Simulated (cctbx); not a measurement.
**Diagnosing a refinement**

Cell a = 6.4570 Å, b = 6.5530 Å, c = 12.3200 Å, α = 91.80°, β = 92.51°, γ = 113.17°; space group P-1 (no. 2). The compound is ReCl7.

Simulated single-crystal data (cctbx): Cu Kα, λ = 1.54184 Å, to d = 0.83 Å, 50 % of the full sphere, strongest reflection 40000 counts, noise from counting, a 3 % proportional error and a noise floor of 4 counts (s.d.); no absorption, and some extinction, which the refinements don't model.

An anisotropic refinement with weights 1/σ² prints:

```text
Rint 0.020, 1261 unique reflections to 0.83 A
cycle     R1     wR2    GooF  max shift (A)
   1  0.0751  0.2148   5.502   0.00636
   2  0.0242  0.0705   1.805   0.00002
final R1 0.0242 wR2 0.0705 GooF 1.805  parameters 72  data/parameter 17.5
atom        x        y        z      Ueq    occ   su(xyz)  su(Uiso or U11)
Re1    0.85717  0.11961  0.24793   0.0181  1.000  0.00005  0.0002
Cl1    0.12259  0.94870  0.22165   0.0354  1.000  0.00037  0.0011
Cl2    0.64628  0.21136  0.38972   0.0140  1.000  0.00027  0.0007
Cl3    0.68624  0.36751  0.16515   0.0331  1.000  0.00037  0.0011
Cl4    0.79082  0.85391  0.38980   0.0109  1.000  0.00025  0.0007
Cl5    0.06037  0.27744  0.07868   0.0157  1.000  0.00027  0.0007
Cl6    0.57604  0.84819  0.13210   0.0164  1.000  0.00028  0.0008
Cl7    0.16875  0.42175  0.34883   0.0155  1.000  0.00027  0.0008
difference map: max 0.92 min -0.55 rms 0.18
Q1    0.3853  0.0994  0.8551    2    0.95  0.36 A from Cl6
Q2    0.3701  0.8047  0.6327    2    0.89  0.29 A from Cl2
Q3    0.0660  0.2220  0.0622    2    0.80  0.43 A from Cl5
Q4    0.1278  0.4325  0.3800    2    0.78  0.49 A from Cl7
Q5    0.0735  0.9614  0.2194    2    0.77  0.36 A from Cl1
Q6    0.1719  0.1248  0.5819    2    0.75  0.40 A from Cl4
```

**Question.** Can this result stand? If not, what is the likely fault?

Mend it. The fault: anomalous dispersion left out. Against the right model at the same level, R1 goes from 0.0157 to 0.0242 and GooF from 0.99 to 1.80, U of Cl4 shrinks from 0.0182 to 0.0109 Å², U of Cl2 shrinks from 0.0212 to 0.0140 Å², U of Cl5 shrinks from 0.0230 to 0.0157 Å² and U of Cl7 shrinks from 0.0226 to 0.0155 Å². No atom is wrong: without f′ and f″ the atoms near an edge get the wrong scattering power, which U and the scale absorb. The signs are weak, and the output alone doesn't single this fault out.

The compound is ReCl7. The right model at the same level gives:

```text
Rint 0.020, 1261 unique reflections to 0.83 A
cycle     R1     wR2    GooF  max shift (A)
   1  0.0488  0.1432   3.668   0.00558
   2  0.0157  0.0386   0.988   0.00000
final R1 0.0157 wR2 0.0386 GooF 0.988  parameters 72  data/parameter 17.5
atom        x        y        z      Ueq    occ   su(xyz)  su(Uiso or U11)
Re1    0.85712  0.11961  0.24791   0.0160  1.000  0.00003  0.0001
Cl1    0.12212  0.94871  0.22160   0.0433  1.000  0.00021  0.0006
Cl2    0.64653  0.21151  0.38967   0.0212  1.000  0.00015  0.0004
Cl3    0.68624  0.36753  0.16545   0.0409  1.000  0.00021  0.0006
Cl4    0.79103  0.85402  0.38981   0.0182  1.000  0.00014  0.0004
Cl5    0.06053  0.27745  0.07855   0.0230  1.000  0.00015  0.0004
Cl6    0.57591  0.84808  0.13214   0.0235  1.000  0.00016  0.0004
Cl7    0.16869  0.42147  0.34894   0.0226  1.000  0.00015  0.0004
difference map: max 0.39 min -0.40 rms 0.11
Q1    0.1723  0.0353  0.0526    2    0.41  2.01 A from Cl5
Q2    0.4191  0.6825  0.5026    2    0.38  1.63 A from Cl2
Q3    0.4728  0.1207  0.6394    2    0.37  1.80 A from Cl4
Q4    0.4888  0.9848  0.3784    2    0.35  1.43 A from Cl2
Q5    0.1758  0.2696  0.7757    2    0.34  1.89 A from Cl1
Q6    0.0317  0.8778  0.4714    2    0.33  1.76 A from Cl4
```

This is a model crystal, built by substitution and not relaxed, with assumed displacement parameters.

[Middle refinement cycles are left out of these outputs.]

[Logs are printed without paths, hosts, clocks, repeated set-up lines and the standing remarks that a program may print on its own settings, such as how far it seeks lower states.]
